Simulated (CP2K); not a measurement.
Two runs for the C K edge of 2-fluorocarbonylfuran. Run A: CP2K XAS_TDP, all-electron GAPW, PBEh(45%), aug-cc-pVDZ, TDA, no relativity. Run B differs in one setting.

First lines with a strength over 0.0015. A:

| atom | energy (eV) | states | strength, one atom |
| --- | --- | --- | --- |
| C2 (bonded to C, F and O) | 283.77 | 1 | 0.0655 |
|  | 288.54 | 1 | 0.0467 |
|  | 288.93 | 1 | 0.0155 |
|  | 289.62 | 1 | 0.0081 |
|  | 290.28 | 1 | 0.0022 |
| C4 (bonded to 2 C and O) | 282.60 | 1 | 0.0280 |
|  | 286.02 | 1 | 0.0255 |
|  | 286.51 | 1 | 0.0262 |
|  | 286.94 | 1 | 0.0092 |
|  | 287.10 | 1 | 0.0153 |
| C5 (bonded to 2 C and H) | 281.14 | 1 | 0.0479 |
|  | 284.76 | 1 | 0.0069 |
|  | 285.16 | 1 | 0.0099 |
|  | 286.13 | 1 | 0.0036 |
|  | 286.38 | 1 | 0.0016 |
| C6 (bonded to 2 C and H) | 282.08 | 1 | 0.0348 |
|  | 282.89 | 1 | 0.0199 |
|  | 284.65 | 1 | 0.0112 |
|  | 285.85 | 1 | 0.0033 |
|  | 286.23 | 1 | 0.0026 |
| C7 (bonded to C, O and H) | 282.30 | 1 | 0.0536 |
|  | 285.92 | 1 | 0.0060 |
|  | 286.25 | 1 | 0.0180 |
|  | 286.93 | 1 | 0.0165 |
|  | 287.33 | 1 | 0.0050 |

B:

| atom | energy (eV) | states | strength, one atom |
| --- | --- | --- | --- |
| C2 (bonded to C, F and O) | 284.08 | 1 | 0.0655 |
|  | 288.86 | 1 | 0.0469 |
|  | 289.24 | 1 | 0.0154 |
|  | 289.93 | 1 | 0.0081 |
|  | 290.57 | 1 | 0.0023 |
| C4 (bonded to 2 C and O) | 282.88 | 1 | 0.0283 |
|  | 286.30 | 1 | 0.0254 |
|  | 286.81 | 1 | 0.0263 |
|  | 287.21 | 1 | 0.0091 |
|  | 287.40 | 1 | 0.0158 |
| C5 (bonded to 2 C and H) | 281.36 | 1 | 0.0482 |
|  | 284.98 | 1 | 0.0070 |
|  | 285.42 | 1 | 0.0103 |
|  | 286.39 | 1 | 0.0035 |
|  | 286.64 | 1 | 0.0016 |
| C6 (bonded to 2 C and H) | 282.29 | 1 | 0.0354 |
|  | 283.09 | 1 | 0.0196 |
|  | 284.91 | 1 | 0.0115 |
|  | 286.11 | 1 | 0.0033 |
|  | 286.47 | 1 | 0.0026 |
| C7 (bonded to C, O and H) | 282.58 | 1 | 0.0538 |
|  | 286.19 | 1 | 0.0060 |
|  | 286.53 | 1 | 0.0182 |
|  | 287.24 | 1 | 0.0165 |
|  | 287.61 | 1 | 0.0049 |

Q: Which was it: scalar relativity switched on, the functional, GW2X switched on, the basis?

Scalar relativity switched on. Relativity shifts all lines of an element by nearly the same amount and keeps their strengths. Against PBEh(45%) in aug-cc-pVDZ, the leading lines move by +0.31 eV (C2, to 284.08), +0.28 eV (C4, to 282.88), +0.22 eV (C5, to 281.36), +0.21 eV (C6, to 282.29) and +0.28 eV (C7, to 282.58).

[Hosts, paths, dates, database ids (printed as entryN), source tags and the programs' standing remarks are cut or masked in the printed files.]
